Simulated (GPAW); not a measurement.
# Antimonene monolayer: simulated STM images, part 2 of 2

Wanted: filled- and empty-state images of antimonene monolayer, with its work function.

GPAW 26.7.0; GPAW, PAW setups; layer in a repeated cell with vacuum, relaxation of atoms and in-plane cell (the session's first sound run).

So far. Step 2 (Relaxation): The relaxation lowered the energy of the cell by 0.00146 eV (energies extrapolated to zero smearing; the optimiser's log prints free energies). The largest force left on a free atom is 7.2e-4 eV/Å.

## Step 3: Plane waves, PBE

With the geometry fixed, the planar mean of the potential gives the vacuum level on each side.

This step: GPAW, PAW setups; slab in vacuum (GPAW 26.7.0).

The input, run.py:

```python
import json
import numpy as np
from ase import Atoms
from ase.dft.stm import STM
from gpaw import GPAW, PW

slab = Atoms(
    ['Sb', 'Sb'],
    positions=[
        [2.05575, 1.18689, 7.00000],
        [-0.00000, 2.37378, 8.63548]],
    cell=[[4.11151, 0.0, 0.0], [-2.05575, 3.56067, 0.0], [0.0, 0.0, 15.6355]],
    pbc=[True, True, False])

slab.calc = GPAW(mode=PW(400), xc='PBE', kpts={'size': (9, 9, 1), 'gamma': True},
                 occupations={'name': 'fermi-dirac', 'width': 0.05}, nbands='160%',
                 convergence={'density': 1e-05}, maxiter=200,
                 poissonsolver={'dipolelayer': 'xy'},
                 symmetry={'tolerance': 1e-3}, txt='slab.txt')
result = {}
energy = slab.get_potential_energy()
fermi = slab.calc.get_fermi_level()
v = slab.calc.get_electrostatic_potential().mean((0, 1)) - fermi
n = slab.calc.get_pseudo_density().mean((0, 1))
L = slab.cell[2, 2]
z = np.arange(len(v)) * L / len(v)
low, high = slab.positions[:, 2].min(), slab.positions[:, 2].max()
below, above = np.interp([low - 4.8, high + 4.8], z, v)
slopes = [np.interp(x, z, np.gradient(v, z)) for x in (low - 4.8, high + 4.8)]
eps = np.array([[slab.calc.get_eigenvalues(k, s) for k in range(len(slab.calc.get_ibz_k_points()))]
                for s in range(slab.calc.get_number_of_spins())]) - fermi
top, bottom = eps[eps < 0].max(), eps[eps > 0].min()
dipole = slab.get_dipole_moment()[2]
print(f'energy {energy:.4f} eV, Fermi level {fermi:.4f} eV, dipole {dipole:.5f} e A')
print(f'potential 4.8 A off the faces, from the Fermi level: lower {below:.4f} eV, upper {above:.4f} eV')
print(f'slope of the potential there: lower {slopes[0]:.5f}, upper {slopes[1]:.5f} eV/A')
print(f'nearest levels on the mesh: {top:.4f} and {bottom:.4f} eV')
print('magnetic moment', round(slab.get_magnetic_moment(), 3))
result.update(energy=energy, fermi=fermi, dipole=dipole, below=below, above=above, slopes=slopes, edges=[top, bottom],
              z=z.tolist(), v=v.tolist(), n=n.tolist(), positions=slab.positions.tolist(),
              forces=slab.get_forces(apply_constraint=False).tolist(), moments=slab.get_magnetic_moments().tolist())

# Images need the states of the whole zone, up to time reversal
slab.calc = slab.calc.fixed_density(symmetry={'point_group': False}, txt='states.txt', nbands='250%',
                                    convergence={'bands': 'CBM+1.8'})
stm = STM(slab)
result['stm'] = []
for bias in [-2.0, -1.0, 1.5]:
    height = high + 4.0
    current = stm.get_averaged_current(bias, height)
    x, y, h = stm.scan(bias, current)
    i, f = divmod(height / L * stm.ldos.shape[2], 1)
    I = abs((1 - f) * stm.ldos[:, :, int(i)] + f * stm.ldos[:, :, int(i) + 1])
    print(f'bias {bias} V: mean current at 4.0 A {current:.4e}, corrugation {np.ptp(h):.4f} A')
    result['stm'].append(dict(bias=bias, current=current, h=(h - high).tolist(), I=I.tolist()))
json.dump(result, open('result.json', 'w'))
```

Run with:

```bash
$ OMP_NUM_THREADS=1 OPENBLAS_NUM_THREADS=1 python run.py
```

What it wrote:

```text
energy -8.4072 eV, Fermi level -1.3073 eV, dipole -0.00004 e A
potential 4.8 A off the faces, from the Fermi level: lower 4.2310 eV, upper 4.2328 eV
slope of the potential there: lower -0.00061, upper 0.00061 eV/A
nearest levels on the mesh: -0.6218 and 0.6778 eV
magnetic moment 0.0
bias -2.0 V: mean current at 4.0 A 2.2229e-05, corrugation 0.3736 A
bias -1.0 V: mean current at 4.0 A 5.5645e-09, corrugation 12.8662 A
bias 1.5 V: mean current at 4.0 A 4.9930e-05, corrugation 0.0886 A
```

Elapsed: 73 s, on 1 thread of Arm Neoverse V2, shared host; peak memory 0.35 GiB.

This step gave:

```yaml
dipole_along_the_normal: -4.23e-5 e·Å
levels_nearest_the_fermi_level_on_the_mesh: -0.6218, 0.6778 eV from the Fermi level
upper_work_function: 4.233 eV
lower_work_function: 4.231 eV
corrugation_minus_2: 0.3736 Å
corrugation_1p5: 0.08865 Å
upper_ionisation_energy: 4.855 eV
```

Table of electrostatic potential energy of an electron (without an applied field's), less the Fermi level, planar mean by z:

```
z (Å)  electrostatic potential energy of an electron (without an applied field's), less the Fermi level, planar mean (eV)
  0.0                                                                                                                4.23
  0.5                                                                                                                4.23
  1.0                                                                                                                4.23
  1.5                                                                                                                4.23
  2.0                                                                                                                4.23
  2.5                                                                                                                4.23
  3.0                                                                                                                4.23
  3.5                                                                                                                4.23
  4.0                                                                                                                4.21
  4.5                                                                                                                4.16
  5.0                                                                                                                3.99
  5.5                                                                                                                3.36
  6.0                                                                                                                1.09
  6.5                                                                                                               -5.90
  7.0                                                                                                               -13.9
  7.5                                                                                                               -7.68
  8.0                                                                                                               -6.06
  8.5                                                                                                               -13.3
  9.0                                                                                                               -8.79
  9.5                                                                                                              -0.140
 10.0                                                                                                                3.00
 10.5                                                                                                                3.89
 11.0                                                                                                                4.14
 11.5                                                                                                                4.21
 12.0                                                                                                                4.23
 12.5                                                                                                                4.23
 13.0                                                                                                                4.23
 13.5                                                                                                                4.23
 14.0                                                                                                                4.23
 14.5                                                                                                                4.23
 15.0                                                                                                                4.23
 15.5                                                                                                                4.23
```

The pseudo valence density, planar mean by z:

```
z (Å)  pseudo valence density, planar mean (e/Å³)
 0.00                                           0
 0.63                                           0
 1.04                                           0
 1.67                                      2.3e-6
 2.08                                      5.5e-6
 2.71                                      2.5e-5
 3.13                                      7.2e-5
 3.75                                      3.5e-4
 4.17                                     0.00102
 4.79                                     0.00518
 5.42                                      0.0260
 5.84                                      0.0714
 6.46                                       0.314
 6.88                                        1.00
 7.51                                       0.420
 7.92                                       0.319
 8.55                                        1.06
 8.96                                       0.611
 9.59                                       0.116
10.01                                      0.0436
10.63                                     0.00891
11.26                                     0.00175
11.67                                      6.0e-4
12.30                                      1.2e-4
12.72                                      4.2e-5
13.34                                      8.8e-6
13.76                                      3.1e-6
14.38                                      1.1e-6
14.80                                           0
15.43                                           0
```

Tip height over the top atom over a1 and a2. Sample bias -2 V, constant current at the mean current 4.0 Å over the top atom.

Ten even steps from '0' (3.81 Å) to '9' (4.18 Å):
```
12234556666665543221
22345667777766543221
23456778888776543222
34567889998876543222
45678899998876543223
45678999998765432223
56789999998765432234
56789999987654321234
56789999876543211234
56788888765432101234
56778877654321001234
56677766543210001234
55666655432100001234
45555544321000001234
44444433210000001233
33333322111111111223
22222222222222222222
22222223333333332222
11122334444444433221
11223445555555443221
```
Columns: a1 from 0 to 0.95; rows upwards: a2 from 0 to 0.95.

Local density of states summed over the bias window over a1 and a2. Sample bias -2 V, constant height 4.0 Å over the top atom.

Values in units of 1e-5 arbitrary, 12 rows by 16 columns, each cell a mean:
```
1.8 1.8 2.0 2.1 2.4 2.5 2.7 2.7 2.7 2.6 2.5 2.3 2.1 1.9 1.8 1.8
1.9 2.0 2.2 2.5 2.8 3.0 3.1 3.1 3.0 2.8 2.6 2.3 2.1 1.9 1.8 1.8
2.0 2.3 2.5 2.8 3.2 3.3 3.4 3.4 3.2 2.9 2.6 2.3 2.0 1.9 1.8 1.8
2.2 2.5 2.9 3.2 3.4 3.5 3.5 3.4 3.1 2.8 2.4 2.1 1.9 1.8 1.8 2.0
2.4 2.7 3.0 3.3 3.5 3.5 3.4 3.2 2.8 2.5 2.2 1.9 1.8 1.7 1.8 2.0
2.4 2.7 3.0 3.2 3.3 3.2 3.1 2.8 2.4 2.1 1.9 1.7 1.6 1.7 1.8 2.1
2.4 2.6 2.8 2.9 2.9 2.8 2.6 2.3 2.0 1.8 1.6 1.6 1.6 1.7 1.9 2.1
2.3 2.4 2.5 2.5 2.5 2.3 2.2 2.0 1.7 1.6 1.5 1.5 1.6 1.7 1.8 2.0
2.1 2.2 2.2 2.2 2.1 2.0 1.9 1.7 1.6 1.6 1.5 1.5 1.6 1.7 1.8 2.0
1.9 1.9 1.9 1.9 1.8 1.8 1.8 1.7 1.7 1.7 1.7 1.7 1.7 1.8 1.8 1.9
1.8 1.8 1.8 1.8 1.8 1.9 1.9 1.9 1.9 1.9 1.9 1.9 1.9 1.8 1.8 1.8
1.7 1.8 1.8 1.9 2.0 2.1 2.2 2.3 2.3 2.3 2.2 2.1 2.0 1.9 1.8 1.8
```
Columns: a1 from 0 to 0.95; rows upwards: a2 from 0 to 0.95.

Tip height over the top atom over a1 and a2. Sample bias 1.5 V, constant current at the mean current 4.0 Å over the top atom.

Ten even steps from '_' (3.947 Å) to '@' (4.035 Å):
```
@@@@@@%%%%##****++++++++****##%%%%@@@@@@
@@@@@@%%####****++++++****####%%@@@@@@@@
%%%%%%%%####****++++****####%%%%%%%%%%%%
%%%%######**************######%%%%%%%%%%
########****************################
****************************************
****************************++++++++++++
++++++++**********++++++++++==========++
==++++++********++++++====----::::----==
==++++**********++++==----::......::----
==++************++==----::..____..::----
++****######****++==--::..______..::--==
****########****++--::..________..::--++
**####%%####**++==--..__________..--==++
##%%%%%%%%##**++==::..________..::==++**
%%%%@@%%%%##**++==::..........::==++**##
%%@@@@%%%%##**++==--::::::::--==++**##%%
@@@@@@%%%%##**++==----------==++**##%%%%
@@@@@@%%%%##**++++==----==++++**##%%%%@@
@@@@@@%%%%##****++======++****##%%%%@@@@
```
Columns: a1 from 0 to 0.95; rows upwards: a2 from 0 to 0.95.

Local density of states summed over the bias window over a1 and a2. Sample bias 1.5 V, constant height 4.0 Å over the top atom.

Values in units of 1e-5 arbitrary, 12 rows by 16 columns, each cell a mean:
```
5.3 5.3 5.3 5.2 5.1 5.1 5.0 4.9 5.0 5.0 5.1 5.1 5.2 5.3 5.3 5.3
5.3 5.2 5.2 5.1 5.1 5.0 5.0 5.0 5.0 5.1 5.1 5.2 5.2 5.3 5.3 5.3
5.1 5.1 5.1 5.1 5.0 5.0 5.0 5.0 5.0 5.1 5.1 5.1 5.1 5.1 5.2 5.1
5.0 5.1 5.0 5.0 5.0 5.0 5.0 5.0 5.0 5.0 5.1 5.0 5.0 5.0 5.0 5.0
5.0 5.0 5.0 5.0 5.0 5.0 5.0 5.0 5.0 5.0 4.9 4.9 4.8 4.8 4.9 4.9
4.9 4.9 5.0 5.0 5.0 5.0 5.0 4.9 4.9 4.8 4.8 4.7 4.7 4.7 4.8 4.8
4.9 5.0 5.1 5.1 5.1 5.0 5.0 4.9 4.8 4.7 4.6 4.6 4.6 4.7 4.7 4.8
5.0 5.1 5.1 5.1 5.1 5.0 5.0 4.8 4.7 4.6 4.6 4.5 4.6 4.7 4.8 4.9
5.1 5.2 5.2 5.2 5.1 5.0 4.9 4.8 4.6 4.6 4.6 4.6 4.6 4.7 4.9 5.0
5.2 5.3 5.3 5.2 5.1 5.0 4.9 4.8 4.7 4.7 4.7 4.7 4.8 4.9 5.0 5.1
5.3 5.3 5.3 5.2 5.1 5.0 4.9 4.8 4.8 4.8 4.8 4.9 5.0 5.1 5.2 5.3
5.4 5.3 5.3 5.2 5.1 5.0 5.0 4.9 4.8 4.9 4.9 5.0 5.1 5.2 5.3 5.3
```
Columns: a1 from 0 to 0.95; rows upwards: a2 from 0 to 0.95.

The layer is gapped, so the Fermi level lies somewhere inside the gap, set by smearing and numerics, and these work functions are no property of the material; the band edges below the vacuum level are. The potential is flat to 6.1e-4 eV/Å where it is read, so the vacuum is wide enough. At -1 V the search found no usable constant-current contour near the set height, so the printed corrugation is no image; it is left out.

## Step 4: Results

```json
{
  "work function, both faces (Fermi level placed in the gap by the smearing)": "4.23 eV",
  "ionisation energy from the upper face (highest filled level on the mesh)": "4.85 eV",
  "electron affinity from the upper face (lowest empty Kohn-Sham level on the mesh)": "3.55 eV",
  "dipole along the normal": "-4.2e-5 e Å, near the numerical noise",
  "corrugation at -2 V": "0.374 Å",
  "corrugation at 1.5 V": "0.0886 Å"
}
```

In words: The corrugation at constant current is largest at -2 V, where the tip height varies by 0.37 Å over the cell. Negative sample bias images filled states, positive bias empty ones. The levels nearest the Fermi level on the mesh lie 1.30 eV apart, so the slab is gapped there: the smearing puts the Fermi level inside the gap, and from either face the ionisation energy is the work function plus 0.62 eV. Both are Kohn-Sham levels on the mesh, and semilocal gaps are too small, so the affinity tends to come out too large and the ionisation energy too small. The images are of Tersoff-Hamann type: an s-wave tip, no tip-sample forces, heights closer than in a microscope. With elements this heavy, spin-orbit coupling can move band edges by tenths of an eV. Biases count from a Fermi level whose place in the gap is arbitrary, so only their reach past the band edges has a meaning. The layer's cell and atoms come from the relaxation; spin-orbit coupling and temperature are left out.

[Logs are printed without paths, hosts, clocks, repeated set-up lines and the standing remarks that a program may print on its own settings, such as how far it seeks lower states.]

[Hosts, paths, dates, database ids (printed as entryN), source tags and the programs' standing remarks are cut or masked in the printed files.]
